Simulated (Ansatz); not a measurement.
# Decaying states in the gap of LiSnF3, part 2 of 3

Wanted: the relaxed cell of LiSnF3, its band edges and its decay constants. It is built by putting F for Cl in the LiSnCl3 structure of space group R3c, with the volume rescaled by atomic radii. The parent structure comes from the Materials Project.

Ansatz 0.2.0; PBEsol DFT, plane waves, PAW files (the session's first sound run).

So far. Step 2 (Relaxing the new crystal): The largest force component on a free atom ends at 0.0019 eV/Å.

The structure was built from a prototype and need not be the compound's stable phase.

## Step 3: Band edges

The energy window and the wavevectors of the next steps follow from the band edges, so these are searched first, off the mesh as well.

Input file input.yaml:

```yaml
crystal:
  lattice:
    - [2.831968477, 1.6350377625, 4.7672369876]
    - [-2.831968477, 1.6350377625, 4.7672369876]
    - [0.0, -3.270075525, 4.7672369876]
  atoms:
    - { symbol: Li, position: [0.2981084528, 0.2981084528, 0.2981084528] }
    - { symbol: Li, position: [0.7981084528, 0.7981084528, 0.7981084528] }
    - { symbol: Sn, position: [0.011222548, 0.011222548, 0.011222548] }
    - { symbol: Sn, position: [0.511222548, 0.511222548, 0.511222548] }
    - { symbol: F, position: [0.0627953361, 1.0637103474, 0.5926566458] }
    - { symbol: F, position: [1.0637103474, 0.5926566458, 0.0627953361] }
    - { symbol: F, position: [0.5926566458, 0.0627953361, 1.0637103474] }
    - { symbol: F, position: [0.0926566458, 0.5637103474, 0.5627953361] }
    - { symbol: F, position: [0.5627953361, 0.0926566458, 0.5637103474] }
    - { symbol: F, position: [0.5637103474, 0.5627953361, 0.0926566458] }
kpoints:
  mp_grid: { grid: [6, 6, 6] }
  band_path: { path: [VBM, CBM], npoints: 30 }
scf:
  occupations: { method: fixed }
hamiltonian:
  xc: pbesol
output:
  eigenvalues: true
  write_potential: true
  write_density: true
  volumetric_format: npy
  elf: true
```

Run with:

```
> ansatz run input.yaml --threads 2 --pin off --max-ram 4096MiB --backend cpu --events-out ev --progress --plain --runs-dir out
```

Numbers of over 12 decimals in the logs are rounded to 6 here.

Log:

```text
[...]
Crystal: 10 atoms, lattice volume = 132.445 Å³
Basis set: ecut = 420 eV, 2631 PW (Γ)
Bands: 48, of which v1, the nominal top of the filled ones, is band 38 counted from 1 (37 counted from 0)
Symmetry: 6 space group operations
[...]
k-points: 32 of 216 (time reversal used)
[...]
SCF iter   1: F=—  HF=-17116.638723 eV  |F-HF|=—  |Δ(HF+E_count)|=         —  Δρ=1.46e-2  dr2=1.83e-1  ethr=1.77e-3  ⟨swp⟩=5.0  Hψ=5701  notcnv=0  defer=237
[...]
SCF iter   6: F=-17116.586511 eV  HF=-17116.586511 eV  |F-HF|=8.78e-8  |Δ(HF+E_count)|=   1.88e-6  Δρ=7.37e-6  dr2=7.48e-8  ethr=1.32e-10  ⟨swp⟩=12.5  Hψ=7276  notcnv=0
SCF 1 converged in 6 iterations: F = -17116.586511 eV  dr2 = 7.48e-8
[...]
NSCF: frozen V_eff on 32 k-points
[...]
SCF converged after 6 iterations
Free energy (F): -17116.586511 eV
[...]
Internal energy: -17116.586511 eV  (E = F + TS)
E sigma→0 (E₀):  -17116.586511 eV
Fermi energy:    4.445196 eV
[...]
--- Band table (eV; the first three rows and the last of 32) ---
  k-point 0: bands = [... 34 lower, 2.0850, 2.3909, 2.4098, 3.5376, 10.5020, 10.5020, 10.6345, 10.6345, ... 6 higher]
  k-point 1: bands = [... 34 lower, 2.0868, 2.3300, 2.8426, 3.7283, 10.1238, 10.3659, 10.4194, 10.5253, ... 6 higher]
  k-point 2: bands = [... 34 lower, 2.1129, 2.2332, 3.5383, 4.0711, 9.5389, 9.8043, 10.2785, 10.3293, ... 6 higher]
  k-point 31: bands = [... 34 lower, 2.1212, 2.1212, 3.8744, 3.8744, 10.0038, 10.0038, 10.2073, 10.2073, ... 6 higher]
```

It took 63 s on 2 threads of Arm Neoverse N1, shared host; peak memory 0.47 GiB.

The column dr2 measures how far the density is from self-consistency, as an energy; F and HF (Harris–Foulkes) agree once it is small.

Numbers from this step:

* Fermi energy: 4.445 eV
* gap on the k-mesh: 3.656 eV
* gap on path: 3.656 eV, by band count; negative where bands overlap
* direct gap on path: 3.656 eV
* edge places on path: 0, 0 1/A along the path

Levels at VBM (eV): -6.48, -6.23, -4.39, -4.28, -4.02, -3.97, -3.78, -3.59, -3.44, -3.40, -3.25, -3.09, -3.06, -2.96, -2.58, -2.47, -2.41, -2.30, -0.24, 0.00, 3.66, 4.79, 5.25, 6.58, 7.18, 7.80.

Valence density in the ac plane of the cell as run, not the conventional one, at fractional y = 0.063, with atoms of F within 0.2 Å of it. It is the smooth field of the valence electrons, not physical close to the nuclei.

Ten even steps from '_' (0 e/Å³) to '@' (11 e/Å³), each cell a mean:
```
##==..____________..::..____..==
::::..________________________..
________________________________
________________________________
==::__________..::..__________..
%%%%--________..**##::________..
==%%++..________==%%++..________
__::::____________----..________
________________________________
________________________________
________________________________
________________________________
______________..--==..______....
::______________==@@**..____::==
%%--____________..**##::____--%%
```
Columns run along a (5.8 Å), rows up along c (5.8 Å). Atoms in or near the plane, at fractional coordinates: F at (0.06, 0.59), F at (0.59, 0.06), F at (0.56, 0.56).

Electrostatic potential energy in the ac plane of the cell as run, not the conventional one, at fractional y = 0.063, with atoms of F within 0.2 Å of it. With pseudopotentials it is smooth inside the atoms' cores, unlike the true potential.

Ten even steps from '0' (-37 eV) to '9' (11 eV), each cell a mean:
```
9957999997458758
7756899999999875
6557899999999987
7788999999999998
1379999645899994
0038999500499994
2016999820079998
8447999973269999
9999999999899999
9999999999999999
9999999999999999
8999999988998777
6899999722687555
7689999710067578
9768999950037579
```
Columns run along a (5.8 Å; values clipped at the 3rd and 97th percentile), rows up along c (5.8 Å). Atoms in or near the plane, at fractional coordinates: F at (0.06, 0.59), F at (0.59, 0.06), F at (0.56, 0.56).

ELF in the ac plane of the cell as run, not the conventional one, at fractional y = 0.063, with atoms of F within 0.2 Å of it. It is the smooth field of the valence electrons, not physical close to the nuclei.

Ten even steps from '_' (0.01) to '@' (0.81), each cell a mean:
```
__..==****..__..++@@@@@@**::::..
::::==++==..______--****--....::
::::----::__..::..____..____..::
**==::....__==####==..____..++##
@@@@**::__..**@@@@@@##::__::##@@
%%##@@**..__++@@@@%%@@**....**@@
@@##@@@@==__::%%@@##@@@@==__::%%
%%@@@@@@**____==%%@@@@@@**..__--
::**####==______--**%%##==..____
____::::..________..::::..______
--__________::==--..____..::--==
##**::____..++%%@@##==..::--++**
**##%%--____++@@@@@@%%==::--====
::++####..__--%%@@**%%%%----::..
__::++##++__..**@@%%%%@@++::..__
```
Columns run along a (5.8 Å), rows up along c (5.8 Å). Atoms in or near the plane, at fractional coordinates: F at (0.06, 0.59), F at (0.59, 0.06), F at (0.56, 0.56).

The searched edges give 3.66 eV, as on the mesh.

## Step 4: Decaying states in the gap, plane (001)

This step: PBEsol DFT, plane waves, PAW files; complex bands by layer matching along the plane's normal (Ansatz 0.2.0).

The same crystal is laid in a cell whose first two vectors span the (001) plane (indices of the standard conventional cell, whose axes can be ordered otherwise than in the bulk input). At fixed energy and wavevector in the plane the solver finds all kz, real and complex. A few wavevectors are listed, (0, 0) and (0, -0.5) in units of the plane's reciprocal vectors; the slowest state needn't be among them.

Input file input.yaml:

```yaml
crystal:
  lattice:
    - [5.663936954, 0.0, 0.0]
    - [2.831968477, 4.905113288, 0.0]
    - [2.831968477, -1.635037763, 4.767236988]
  atoms:
    - { symbol: Li, position: [0.5962169056, 0.7018915472, 0.1056746416] }
    - { symbol: Li, position: [0.5962169056, 0.2018915472, 0.6056746416] }
    - { symbol: Sn, position: [0.022445096, 0.988777452, 0.966332356] }
    - { symbol: Sn, position: [0.022445096, 0.488777452, 0.466332356] }
    - { symbol: F, position: [0.1265056835, 0.9362896526, 0.2808376707] }
    - { symbol: F, position: [0.6563669932, 0.4073433542, 0.2808376707] }
    - { symbol: F, position: [0.6554519819, 0.9372046639, 0.2808376707] }
    - { symbol: F, position: [0.6563669932, 0.4362896526, 0.7808376707] }
    - { symbol: F, position: [0.6554519819, 0.9073433542, 0.7808376707] }
    - { symbol: F, position: [0.1265056835, 0.4372046639, 0.7808376707] }
kpoints:
  mp_grid: { grid: [6, 6, 6] }
scf:
  occupations: { method: fixed }
hamiltonian:
  xc: pbesol
output:
  eigenvalues: true
  transmission:
    leads: [[0, 0]]
    kpoints: [[0.0, 0.0], [0.0, -0.5]]
    e_range: [-1.0, 4.66]
    de: 0.14
```

Log:

```text
[...]
Crystal: 10 atoms, lattice volume = 132.445 Å³
Basis set: ecut = 420 eV, 2631 PW (Γ)
Bands: 48, of which v1, the nominal top of the filled ones, is band 38 counted from 1 (37 counted from 0)
Symmetry: 6 space group operations
[...]
k-points: 32 of 216 (time reversal used)
[...]
SCF iter   1: F=—  HF=-17116.638597 eV  |F-HF|=—  |Δ(HF+E_count)|=         —  Δρ=1.46e-2  dr2=1.83e-1  ethr=1.77e-3  ⟨swp⟩=5.0  Hψ=5664  notcnv=0  defer=236
[...]
SCF iter   6: F=-17116.586415 eV  HF=-17116.586415 eV  |F-HF|=8.83e-8  |Δ(HF+E_count)|=   1.89e-6  Δρ=7.32e-6  dr2=7.42e-8  ethr=1.32e-10  ⟨swp⟩=12.5  Hψ=7341  notcnv=0
SCF 1 converged in 6 iterations: F = -17116.586415 eV  dr2 = 7.42e-8
[...]
transmission: 6 of 12 steps passed
transmission: 12 of 12 steps passed
SCF converged after 6 iterations
Free energy (F): -17116.586415 eV
[...]
Internal energy: -17116.586415 eV  (E = F + TS)
E sigma→0 (E₀):  -17116.586415 eV
Fermi energy:    4.445175 eV
[...]
--- Band table (eV; the first three rows and the last of 32) ---
  k-point 0: bands = [... 34 lower, 2.0850, 2.3909, 2.4098, 3.5376, 10.5020, 10.5020, 10.6345, 10.6345, ... 6 higher]
  k-point 1: bands = [... 34 lower, 2.0463, 2.3553, 2.7127, 3.6864, 10.4172, 10.4172, 10.5146, 10.5146, ... 6 higher]
  k-point 2: bands = [... 34 lower, 1.9905, 2.2550, 3.3474, 3.9424, 9.9996, 10.2671, 10.2671, 10.3063, ... 6 higher]
  k-point 31: bands = [... 34 lower, 2.0082, 2.0082, 4.2796, 4.2796, 8.8763, 8.8763, 10.2039, 10.2039, ... 6 higher]
--- Transmission ---
  basis      : 253 plane waves across, 6 finite elements along
  points     : 2, as listed
  energies   : 41 from -1.000000 to 4.600000 eV about the Fermi level, 0.140000 eV apart; the leads are filled to 1.828248 eV, and channels, transmission and decay are at 1.800000 eV
  crystal 0  : Li2F6Sn2, at the sites [0, 0], period 4.7672 Å: whole cells are its period
    offset         : up to 0.0000 Å between an atom of the period and one for which it stands
    channels       : 0.000000e0 a spin
    conductance    : none, the energies end too early or step too widely for 300 K: set another output.transmission.e_range or a lower de, or, where they end at an eighth of basis.ecutwfc, a higher one
    slowest decay  : 0.4062 /Å at (0.0000, -0.5000)
```

It took 74 s on 2 threads; peak memory 0.83 GiB.

Numbers from this step:

- free energy: -17116.5864 eV
- level to which the leads are filled: 1.828 eV from the Fermi level
- decay constant at the filling level, zone centre: 0.4132 Å⁻¹
- decay constant at the filling level, slowest listed point: 0.4062 Å⁻¹

K parallel (0, 0); values up to 1.5 1/Å, a degenerate pair printed once or twice; energies at which all values exceed this have no row. Table of Im kz of the slowest decaying states by energy, zero at the highest filled level on the SCF mesh:

| energy (eV) | decay 1 (Å⁻¹) | decay 2 (Å⁻¹) | decay 3 (Å⁻¹) | decay 4 (Å⁻¹) |
| --- | --- | --- | --- | --- |
| -1.00 | 0.160 | 0.597 | 0.708 | 0.827 |
| -0.72 | 0.637 | 0.752 | 0.850 | 0.979 |
| -0.44 | 0.0755 | 0.670 | 0.793 | 0.869 |
| -0.16 | 0.224 | 0.699 | 0.831 | 0.887 |
| -0.02 | 0.261 | 0.712 | 0.849 | 0.894 |
| 0.12 | 0.290 | 0.724 | 0.868 | 0.901 |
| 0.40 | 0.332 | 0.746 | 0.904 | 0.914 |
| 0.68 | 0.361 | 0.765 | 0.925 | 0.941 |
| 0.96 | 0.382 | 0.782 | 0.934 | 0.980 |
| 1.24 | 0.397 | 0.797 | 0.942 | 1.02 |
| 1.52 | 0.407 | 0.810 | 0.948 | 1.07 |
| 1.80 | 0.413 | 0.822 | 0.953 | 1.12 |
| 2.08 | 0.416 | 0.832 | 0.957 | 1.09 |
| 2.36 | 0.415 | 0.842 | 0.959 | 1.05 |
| 2.64 | 0.410 | 0.850 | 0.960 | 1.01 |
| 2.92 | 0.403 | 0.858 | 0.960 | 0.971 |
| 3.20 | 0.393 | 0.866 | 0.931 | 0.959 |
| 3.48 | 0.379 | 0.874 | 0.889 | 0.957 |
| 3.76 | 0.361 | 0.845 | 0.882 | 0.954 |
| 4.04 | 0.339 | 0.797 | 0.890 | 0.950 |
| 4.32 | 0.312 | 0.744 | 0.900 | 0.945 |
| 4.60 | 0.278 | 0.683 | 0.911 | 0.939 |

K parallel (0, -0.5); values up to 1.5 1/Å, a degenerate pair printed once or twice; energies at which all values exceed this have no row. The Im kz of the slowest decaying states by energy, zero at the highest filled level on the SCF mesh:

| energy (eV) | decay 1 (Å⁻¹) | decay 2 (Å⁻¹) | decay 3 (Å⁻¹) | decay 4 (Å⁻¹) |
| --- | --- | --- | --- | --- |
| -1.00 | 0.487 | 0.693 | 0.711 | 0.744 |
| -0.58 | 0.315 | 0.700 | 0.771 | 0.837 |
| -0.16 | 0.199 | 0.675 | 0.815 | 0.900 |
| -0.02 | 0.290 | 0.672 | 0.826 | 0.919 |
| 0.26 | 0.352 | 0.367 | 0.669 | 0.846 |
| 0.54 | 0.400 | 0.458 | 0.668 | 0.860 |
| 0.96 | 0.420 | 0.539 | 0.667 | 0.871 |
| 1.38 | 0.420 | 0.583 | 0.662 | 0.870 |
| 1.80 | 0.406 | 0.608 | 0.652 | 0.854 |
| 2.22 | 0.379 | 0.621 | 0.638 | 0.823 |
| 2.64 | 0.337 | 0.618 | 0.626 | 0.775 |
| 3.06 | 0.272 | 0.592 | 0.625 | 0.712 |
| 3.34 | 0.206 | 0.570 | 0.620 | 0.661 |
| 3.76 | 0.530 | 0.569 | 0.608 | 0.935 |
| 4.18 | 0.448 | 0.475 | 0.591 | 0.904 |
| 4.60 | 0.257 | 0.392 | 0.565 | 0.870 |

At the listed wavevectors the last open channel is at -0.02 eV and the next at +3.76 eV on the grid. At +1.80 eV, the grid energy nearest the filling level (the middle of the gap on the SCF mesh), the slowest state at the listed wavevectors decays with κ = 0.406 Å⁻¹, its amplitude falling by e over 2.5 Å. Through 1 nm of this crystal that state's transmission falls by exp(−2 × 0.406 Å⁻¹ × 10 Å) = 3.0e-4.

## Step 5: Decay over the two-dimensional zone

The listed points could miss the slowest state, so one energy near mid-gap is solved on a mesh of 10×10.

Changes to input.yaml since step 4:

```diff
@@ -24,6 +24,2 @@
   eigenvalues: true
-  transmission:
-    leads: [[0, 0]]
-    kpoints: [[0.0, 0.0], [0.0, -0.5]]
-    e_range: [-1.0, 4.66]
-    de: 0.14
+  transmission: { leads: [[0, 0]], kmesh: [10, 10], e_range: [1.83, 1.84], de: 0.05 }
```

Log:

```text
[...]
Crystal: 10 atoms, lattice volume = 132.445 Å³
Basis set: ecut = 420 eV, 2631 PW (Γ)
Bands: 48, of which v1, the nominal top of the filled ones, is band 38 counted from 1 (37 counted from 0)
Symmetry: 6 space group operations
[...]
k-points: 32 of 216 (time reversal used)
[...]
SCF iter   1: F=—  HF=-17116.638597 eV  |F-HF|=—  |Δ(HF+E_count)|=         —  Δρ=1.46e-2  dr2=1.83e-1  ethr=1.77e-3  ⟨swp⟩=5.0  Hψ=5664  notcnv=0  defer=236
[...]
SCF iter   6: F=-17116.586415 eV  HF=-17116.586415 eV  |F-HF|=8.83e-8  |Δ(HF+E_count)|=   1.89e-6  Δρ=7.32e-6  dr2=7.42e-8  ethr=1.32e-10  ⟨swp⟩=12.5  Hψ=7341  notcnv=0
SCF 1 converged in 6 iterations: F = -17116.586415 eV  dr2 = 7.42e-8
[...]
transmission: 24 of 84 steps passed
transmission: 48 of 84 steps passed
transmission: 72 of 84 steps passed
transmission: 84 of 84 steps passed
SCF converged after 6 iterations
Free energy (F): -17116.586415 eV
[...]
Internal energy: -17116.586415 eV  (E = F + TS)
E sigma→0 (E₀):  -17116.586415 eV
Fermi energy:    4.445175 eV
[...]
--- Band table (eV; the first three rows and the last of 32) ---
  k-point 0: bands = [... 34 lower, 2.0850, 2.3909, 2.4098, 3.5376, 10.5020, 10.5020, 10.6345, 10.6345, ... 6 higher]
  k-point 1: bands = [... 34 lower, 2.0463, 2.3553, 2.7127, 3.6864, 10.4172, 10.4172, 10.5146, 10.5146, ... 6 higher]
  k-point 2: bands = [... 34 lower, 1.9905, 2.2550, 3.3474, 3.9424, 9.9996, 10.2671, 10.2671, 10.3063, ... 6 higher]
  k-point 31: bands = [... 34 lower, 2.0082, 2.0082, 4.2796, 4.2796, 8.8763, 8.8763, 10.2039, 10.2039, ... 6 higher]
--- Transmission ---
  basis      : 253 plane waves across, 6 finite elements along
  points     : 14, standing for a mesh of 10 x 10
  energies   : 1 from 1.830000 to 1.830000 eV about the Fermi level; the leads are filled to 1.828248 eV, and channels, transmission and decay are at 1.830000 eV
  crystal 0  : Li2F6Sn2, at the sites [0, 0], period 4.7672 Å: whole cells are its period
[...]
channels       : 0.000000e0 a spin
    conductance    : none, crystal 0 has no channel at the energies, or these end too early or step too widely for 300 K: set another output.transmission.e_range or a lower de, or, where they end at an eighth of basis.ecutwfc, a higher one
    slowest decay  : 0.4047 /Å at (0.5000, 0.0000)
```

Elapsed: 63 s, on 2 threads; peak memory 0.81 GiB.

This step gave:

| Quantity | Value |
| --- | --- |
| least decay constant on the mesh | 0.4047 Å⁻¹ |

Slowest decay constant (1/Å; 0 where a channel is open) over k1 and k2. At 1.8300 eV from the Fermi level.

Values, 10 rows by 10 columns:
```
0.421 0.449 0.521 0.449 0.421 0.424 0.456 0.512 0.456 0.424
0.469 0.521 0.521 0.469 0.456 0.466 0.477 0.477 0.466 0.456
0.469 0.449 0.469 0.512 0.477 0.447 0.440 0.447 0.477 0.512
0.421 0.421 0.456 0.477 0.440 0.422 0.422 0.440 0.477 0.456
0.405 0.424 0.466 0.447 0.422 0.414 0.422 0.447 0.466 0.424
0.421 0.456 0.477 0.440 0.422 0.422 0.440 0.477 0.456 0.421
0.469 0.512 0.477 0.447 0.440 0.447 0.477 0.512 0.469 0.449
0.469 0.456 0.466 0.477 0.477 0.466 0.456 0.469 0.521 0.521
0.421 0.424 0.456 0.512 0.456 0.424 0.421 0.449 0.521 0.449
0.405 0.421 0.469 0.469 0.421 0.405 0.421 0.469 0.469 0.421
```
Columns: k1 (b1) from -0.5 to 0.4; rows upwards: k2 (b2) from -0.5 to 0.4.

The least value on the mesh is 0.405 Å⁻¹ at +1.83 eV. At that energy the listed points give about 0.405 Å⁻¹ by interpolation, so the mesh holds no clearly slower state.

[end of part 2 of 3]

[Logs are printed without paths, hosts, clocks, repeated set-up lines and the standing remarks that a program may print on its own settings, such as how far it seeks lower states.]

[Hosts, paths, dates, database ids (printed as entryN), source tags and the programs' standing remarks are cut or masked in the printed files.]
